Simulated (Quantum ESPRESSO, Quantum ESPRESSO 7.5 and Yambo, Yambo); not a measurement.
## PtSe2 (1T monolayer): a self-consistent loop beyond G0W0, cycle by cycle

Wanted: G0W0 and self-consistent gaps of PtSe2 (1T monolayer), with the cost of the cycles.

Calculated with Quantum ESPRESSO 7.5 and Yambo 5.3.0; PBE and many-body steps on it, plane waves.

**The experiments to reproduce.**

- Gap 1.9 ± 0.05 eV: quasiparticle gap from STS, domains aligned with graphene; scanning tunneling spectroscopy; 8.5 K; monolayer (MBE-grown monolayer on epitaxial bilayer graphene, twist angle near 0 deg) on bilayer graphene on SiC(0001) (“Angular dependence of the interlayer coupling at the interface between two dimensional materials 1T-PtSe2 and graphene”, 2023, arxiv:2311.08165).

- Gap 2 ± 0.1 eV: quasiparticle gap of the first layer from STS; scanning tunnelling spectroscopy; 77 K; monolayer (MBE-grown first layer on HOPG) on HOPG (“Precise Layer-Dependent Electronic Structure of MBE-Grown PtSe2”, 2021, arxiv:2105.03334).

- Gap 1.95 ± 0.05 eV: quasiparticle gap of 1 ML from STS, average over islands; scanning tunnelling spectroscopy; monolayer (MBE-grown monolayer islands on bilayer graphene) on bilayer graphene on SiC(0001) (“Atomic-layer controlled THz Spintronic emission from Epitaxially grown Two dimensional PtSe2/ferromagnet heterostructures”, 2023, arxiv:2305.06895).

This is a report of a sequence of runs, with most program output left out.

### Step 1. Starting point

The cell holds 3 atoms: 1 Pt and 2 Se. Its edges and angles: a = 3.751 Å, b = 3.751 Å, c = 15.000 Å, α = 90.0°, β = 90.0°, γ = 120.0°. It derives from  ([{'formula': 'PtSe2', 'spacegroup': 164, 'source': 'prototype of the bulk crystal'}]). Vacuum lies along c.

The structure was relaxed with PBE. The runs that relaxed it are not among those shown. Spin-orbit coupling is left out unless a step names it.

### Step 2. Empty states on the mesh, 6×6×1 mesh, 101 bands

This step: Quantum ESPRESSO 7.5; DFT, PBE, plane waves, norm-conserving pseudopotentials.

The sums over transitions need many empty states on a uniform mesh; this step solves for them.

pw.in reads:

```
&control
  calculation = 'nscf'
  prefix = 'x'
  outdir = 'o'
  pseudo_dir = 'pseudo'
/
&system
  ibrav = 0
  nat = 3
  ntyp = 2
  ecutwfc = 104.0
  nbnd = 101
  force_symmorphic = .true.
/
&electrons
  conv_thr = 1e-9
  electron_maxstep = 80
  diago_full_acc = .true.
  diago_thr_init = 5e-6
/
ATOMIC_SPECIES
  Pt 195.08 Pt.upf
  Se 78.971 Se.upf
CELL_PARAMETERS angstrom
  3.7512086967 -0.0000000002 0.0000000000
  -1.8756043482 3.2486420263 0.0000000000
  0.0000000000 0.0000000000 15.0000000000
ATOMIC_POSITIONS crystal
  Pt 0.0000000000 0.0000000000 0.5000000000
  Se 0.3333333333 0.6666666667 0.5869754134
  Se 0.6666666667 0.3333333333 0.4130245866
K_POINTS automatic
  6 6 1 0 0 0
```

The run is started by

```bash
$ OMP_NUM_THREADS=1 mpirun -n 8 pw.x -nk 4 -in pw.in > pw.out
```

Wall time 20 s (8 MPI ranks of Arm Neoverse V2, shared host); peak memory 1.3 GiB; 2.6 min of CPU time.

This step gave:

- gap: 1.671 eV
- k of the valence top: 0.1667, 0.1667, 0
- k of the conduction bottom: 0, 0.1667, 0
- least direct gap: 1.743 eV
- k points computed: 7
- lowest point of the top converged band, above the valence top: 29.32 eV

On this mesh the gap is 1.671 eV.

The density comes from a self-consistent run that is not shown.

### Step 3. Conversion and set-up

This step: Yambo 5.3.0; conversion and set-up on PBE, plane waves, norm-conserving pseudopotentials.

The states are converted to the many-body program's format and the q mesh is built.

The run is started by

```bash
$ (cd o/x.save; p2y > p2y.log; mv SAVE ../..); yambo > setup.log
```

Wall time 3.4 s (1 MPI rank); peak memory 0.27 GiB.

### Step 4. G0W0

Now the one-shot GW correction: screening in the RPA, then the self-energy of the levels asked for.

This step: G0W0 on PBE, plane waves, norm-conserving pseudopotentials.

gw1.in reads:

```
HF_and_locXC
gw0
dyson
ppa
em1d
rim_cut
rim_w
RandQpts= 3000000
RandGvec= 100 RL
CUTGeo= "slab z"
RandGvecW= 9 RL
EXXRLvcs= 104 Ry
VXCRLvcs= 416 Ry
Chimod= "HARTREE"
% BndsRnXp
 1 | 101 |
%
NGsBlkXp= 7 Ry
% LongDrXp
 1 | 1 | 0 |
%
% GbndRnge
 1 | 101 |
%
DysSolver= "n"
ExtendOut
PPAPntXp= 27.21138 eV
% QPkrange
 5 | 5 | 32 | 35 |
 2 | 2 | 32 | 35 |
 1 | 1 | 32 | 35 |
%
```

The run is started by

```bash
$ OMP_NUM_THREADS=2 mpirun -n 4 yambo -F gw1.in -J gw1 -C gw1 > gw1.log
```

Run time: 2.7 min. Hardware: 4 MPI ranks; peak memory 5.5 GiB.

This step gave:

| Quantity | Value |
| --- | --- |
| G0W0 gap on the points computed | 2.741 eV |
| starting gap on the mesh | 1.671 eV |
| k of the valence top | 0, 0, 0 |
| k of the conduction bottom | 0, 0.1667, 0 |
| least direct G0W0 gap on the computed points | 2.765 eV |
| Z at the valence top | 0.7440 |
| Z at the conduction bottom | 0.7456 |

The gap on the mesh goes from 1.67 eV to 2.74 eV, a correction of +1.07 eV.

### Step 5. evGW0, cycle 1

This step: evGW0 on PBE, plane waves, norm-conserving pseudopotentials.

gw3.in, as its differences from gw1.in of step 4:

```diff
@@ -28,5 +28,4 @@
 % QPkrange
- 5 | 5 | 32 | 35 |
- 2 | 2 | 32 | 35 |
- 1 | 1 | 32 | 35 |
+ 1 | 7 | 25 | 38 |
 %
+GfnQPdb= "E < ./gw2/ndb.QP"
```

The run is started by

```bash
$ OMP_NUM_THREADS=2 mpirun -n 4 yambo -F gw3.in -J gw3,gw1_W -C gw3 > gw3.log
```

It took 6.6 min on 4 MPI ranks; peak memory 6.5 GiB.

This step gave:

```
quasiparticle gap on the mesh                         : 2.918 eV
gap of the density functional on the mesh             : 1.671 eV
k of the valence top                                  : 0, 0, 0
k of the conduction bottom                            : 0, 0.1667, 0
least direct quasiparticle gap on the computed points : 2.939 eV
Z at the valence top                                  : 0.7453
Z at the conduction bottom                            : 0.7739
```

Against G0W0 in Yambo (6×6×1 mesh, 101 bands, screening to 95.2 eV, Godby-Needs plasmon pole), the gap moves by +0.177 eV.

The program's own table gives 3.160 eV, which is too large where the input levels are shifted: this version takes Σc at the unshifted level E₀, yet steps from the shifted one. The value above is the Newton step from E₀, E₀ + Z(Σc + Σx − Vxc), rebuilt from the printed columns.

### Step 6. evGW0, cycle 2

The corrected levels of the last cycle go back in.

gw4.in, as its differences from gw3.in of step 5:

```diff
@@ -30,2 +30,2 @@
 %
-GfnQPdb= "E < ./gw2/ndb.QP"
+GfnQPdb= "E < ./gw3_fix/ndb.QP"
```

The run is started by

```bash
$ OMP_NUM_THREADS=2 mpirun -n 4 yambo -F gw4.in -J gw4,gw1_W -C gw4 > gw4.log
```

The job ended after 6.7 min (4 MPI ranks; peak memory 6.5 GiB; 50 min of CPU time).

Numbers from this step:

```
quasiparticle gap on the mesh                         : 2.944 eV
gap of the density functional on the mesh             : 1.671 eV
k of the valence top                                  : 0, 0, 0
k of the conduction bottom                            : 0, 0.1667, 0
least direct quasiparticle gap on the computed points : 2.965 eV
```

Against the cycle before, the gap moves by +0.026 eV.

The program's own table gives 3.221 eV, which is too large where the input levels are shifted: this version takes Σc at the unshifted level E₀, yet steps from the shifted one. The value above is the Newton step from E₀, E₀ + Z(Σc + Σx − Vxc), rebuilt from the printed columns.

### Step 7. evGW0, cycle 3

gw5.in, as its differences from gw4.in of step 6:

```diff
@@ -30,2 +30,2 @@
 %
-GfnQPdb= "E < ./gw3_fix/ndb.QP"
+GfnQPdb= "E < ./gw4_fix/ndb.QP"
```

The run is started by

```bash
$ OMP_NUM_THREADS=2 mpirun -n 4 yambo -F gw5.in -J gw5,gw1_W -C gw5 > gw5.log
```

It took 6.6 min on 4 MPI ranks; peak memory 6.5 GiB.

This step gave:

```
quasiparticle gap on the mesh                         : 2.947 eV
gap of the density functional on the mesh             : 1.671 eV
k of the valence top                                  : 0, 0, 0
k of the conduction bottom                            : 0, 0.1667, 0
least direct quasiparticle gap on the computed points : 2.968 eV
```

Against the cycle before, the gap moves by +0.004 eV.

The program's own table gives 3.230 eV, which is too large where the input levels are shifted: this version takes Σc at the unshifted level E₀, yet steps from the shifted one. The value above is the Newton step from E₀, E₀ + Z(Σc + Σx − Vxc), rebuilt from the printed columns.

### Step 8. evGW, cycle 1

This step: evGW on PBE, plane waves, norm-conserving pseudopotentials.

gw6.in, as its differences from gw5.in of step 7:

```diff
@@ -30,2 +30,3 @@
 %
-GfnQPdb= "E < ./gw4_fix/ndb.QP"
+GfnQPdb= "E < ./gw2/ndb.QP"
+XfnQPdb= "E < ./gw2/ndb.QP"
```

The run is started by

```bash
$ OMP_NUM_THREADS=2 mpirun -n 4 yambo -F gw6.in -J gw6 -C gw6 > gw6.log
```

The job ended after 8.4 min (4 MPI ranks; peak memory 6.6 GiB).

Numbers from this step:

| Item | Value |
| --- | --- |
| quasiparticle gap on the mesh | 3.053 eV |
| gap of the density functional on the mesh | 1.671 eV |
| k of the valence top | 0, 0, 0 |
| k of the conduction bottom | 0, 0.1667, 0 |
| least direct quasiparticle gap on the computed points | 3.079 eV |

Against G0W0 in Yambo (6×6×1 mesh, 101 bands, screening to 95.2 eV, Godby-Needs plasmon pole), the gap moves by +0.313 eV.

The program's own table gives 3.275 eV, which is too large where the input levels are shifted: this version takes Σc at the unshifted level E₀, yet steps from the shifted one. The value above is the Newton step from E₀, E₀ + Z(Σc + Σx − Vxc), rebuilt from the printed columns.

### Step 9. evGW, cycle 2

gw7.in, as its differences from gw6.in of step 8:

```diff
@@ -30,3 +30,3 @@
 %
-GfnQPdb= "E < ./gw2/ndb.QP"
-XfnQPdb= "E < ./gw2/ndb.QP"
+GfnQPdb= "E < ./gw6_fix/ndb.QP"
+XfnQPdb= "E < ./gw6_fix/ndb.QP"
```

The run is started by

```bash
$ OMP_NUM_THREADS=2 mpirun -n 4 yambo -F gw7.in -J gw7 -C gw7 > gw7.log
```

Elapsed: 8.4 min, on 4 MPI ranks; peak memory 6.5 GiB.

This step gave:

```
quasiparticle gap on the mesh                         : 3.131 eV
gap of the density functional on the mesh             : 1.671 eV
k of the valence top                                  : 0, 0, 0
k of the conduction bottom                            : 0, 0.1667, 0
least direct quasiparticle gap on the computed points : 3.160 eV
```

Against the cycle before, the gap moves by +0.078 eV.

The program's own table gives 3.403 eV, which is too large where the input levels are shifted: this version takes Σc at the unshifted level E₀, yet steps from the shifted one. The value above is the Newton step from E₀, E₀ + Z(Σc + Σx − Vxc), rebuilt from the printed columns.

### Step 10. evGW, cycle 3

gw8.in, as its differences from gw7.in of step 9:

```diff
@@ -30,3 +30,3 @@
 %
-GfnQPdb= "E < ./gw6_fix/ndb.QP"
-XfnQPdb= "E < ./gw6_fix/ndb.QP"
+GfnQPdb= "E < ./gw7_fix/ndb.QP"
+XfnQPdb= "E < ./gw7_fix/ndb.QP"
```

The run is started by

```bash
$ OMP_NUM_THREADS=2 mpirun -n 4 yambo -F gw8.in -J gw8 -C gw8 > gw8.log
```

Elapsed: 8.5 min, on 4 MPI ranks; peak memory 6.5 GiB.

Numbers from this step:

* quasiparticle gap on the mesh: 3.152 eV
* gap of the density functional on the mesh: 1.671 eV
* k of the valence top: 0, 0, 0
* k of the conduction bottom: 0, 0.1667, 0
* least direct quasiparticle gap on the computed points: 3.182 eV

Against the cycle before, the gap moves by +0.021 eV.

The program's own table gives 3.435 eV, which is too large where the input levels are shifted: this version takes Σc at the unshifted level E₀, yet steps from the shifted one. The value above is the Newton step from E₀, E₀ + Z(Σc + Σx − Vxc), rebuilt from the printed columns.

### Step 11. evGW, cycle 4

gw9.in, as its differences from gw8.in of step 10:

```diff
@@ -30,3 +30,3 @@
 %
-GfnQPdb= "E < ./gw7_fix/ndb.QP"
-XfnQPdb= "E < ./gw7_fix/ndb.QP"
+GfnQPdb= "E < ./gw8_fix/ndb.QP"
+XfnQPdb= "E < ./gw8_fix/ndb.QP"
```

The run is started by

```bash
$ OMP_NUM_THREADS=2 mpirun -n 4 yambo -F gw9.in -J gw9 -C gw9 > gw9.log
```

Run time: 8.6 min. Hardware: 4 MPI ranks; peak memory 6.5 GiB.

Numbers from this step:

* quasiparticle gap on the mesh: 3.158 eV
* gap of the density functional on the mesh: 1.671 eV
* k of the valence top: 0, 0, 0
* k of the conduction bottom: 0, 0.1667, 0
* least direct quasiparticle gap on the computed points: 3.189 eV

Against the cycle before, the gap moves by +0.006 eV.

The program's own table gives 3.444 eV, which is too large where the input levels are shifted: this version takes Σc at the unshifted level E₀, yet steps from the shifted one. The value above is the Newton step from E₀, E₀ + Z(Σc + Σx − Vxc), rebuilt from the printed columns.

### Step 12. Side by side

Times are wall times on 4 MPI ranks of Arm Neoverse V2, shared host, good to a factor of about two.

| run | mesh | bands | screening cutoff (eV) | DFT gap (eV) | gap on the mesh (eV) | direct (eV) | time |
| --- | --- | --- | --- | --- | --- | --- | --- |
| G0W0 | 6×6×1 | 101 | 95.2 | 1.671 | 2.741 | 2.765 | 2.7 min |
| evGW0, cycle 1 | 6×6×1 | 101 | 95.2 | 1.671 | 2.918 | 2.939 | 6.6 min |
| evGW0, cycle 2 | 6×6×1 | 101 | 95.2 | 1.671 | 2.944 | 2.965 | 6.7 min |
| evGW0, cycle 3 | 6×6×1 | 101 | 95.2 | 1.671 | 2.947 | 2.968 | 6.6 min |
| evGW, cycle 1 | 6×6×1 | 101 | 95.2 | 1.671 | 3.053 | 3.079 | 8.4 min |
| evGW, cycle 2 | 6×6×1 | 101 | 95.2 | 1.671 | 3.131 | 3.160 | 8.4 min |
| evGW, cycle 3 | 6×6×1 | 101 | 95.2 | 1.671 | 3.152 | 3.182 | 8.5 min |
| evGW, cycle 4 | 6×6×1 | 101 | 95.2 | 1.671 | 3.158 | 3.189 | 8.6 min |

### Step 13. What came out

| Property | Result |
| --- | --- |
| G0W0 | 2.741 eV |
| evGW0, cycle 1 | 2.918 eV |
| evGW0, cycle 2 | 2.944 eV |
| evGW0, cycle 3 | 2.947 eV |
| evGW, cycle 1 | 3.053 eV |
| evGW, cycle 2 | 3.131 eV |
| evGW, cycle 3 | 3.152 eV |
| evGW, cycle 4 | 3.158 eV |
| known limits | not at the basis limit; no spin polarisation; d states lean on the start; no spin-orbit coupling |

In words: evGW0 ends at 2.95 eV, +0.21 eV from G0W0, after 3 cycles that took 20 min beside the first screening; the last moved the gap by 0.004 eV. evGW ends at 3.16 eV, +0.42 eV from G0W0, after 4 cycles that took 34 min beside the first screening; the last moved the gap by 0.006 eV. Against experiment, by evGW, cycle 4: the gap of 3.16 eV lies +1.26 eV from the measured 1.9 ± 0.05 eV (electronic, 8.5 K, on bilayer graphene on SiC(0001), 2023); the gap of 3.16 eV lies +1.16 eV from the measured 2 ± 0.1 eV (electronic, 77 K, on HOPG, 2021); the gap of 3.16 eV lies +1.21 eV from the measured 1.95 ± 0.05 eV (electronic, on bilayer graphene on SiC(0001), 2023). The computed sheet is free-standing; a substrate or cover screens it further and lowers both gap and binding, while the exciton line moves little. These are gaps on the mesh, at modest bands and cutoff. The calculation has static nuclei and no excitons; a measured gap holds zero-point and thermal motion, which mostly lowers it. Bands and cutoff are finite, so the gap is not at the basis limit. The miss can reach some tenths of an eV and take either sign; the mesh is an error of its own. A denser mesh or path gives a starting gap of 1.40 eV: the GW mesh misses a band edge, so its gaps are not the fundamental one. The runs have no spin polarisation. For a closed low-spin shell that is the natural state; where a d or f shell is open it is a constraint, and the gap is then not the crystal's own. With d states at the gap, one-shot GW leans hard on its start. The many-body steps are scalar-relativistic: spin-orbit coupling is not in them.

[Paths, hosts, dates, memory and timing lines, banners, echoed tables and standing remarks are left out of the program output.]

[Logs are printed without paths, hosts, clocks, repeated set-up lines and the standing remarks that a program may print on its own settings, such as how far it seeks lower states.]

[Runs of the session that timed out or met a known fault of the program may be left out.]

[Hosts, paths, dates, database ids (printed as entryN), source tags and the programs' standing remarks are cut or masked in the printed files.]
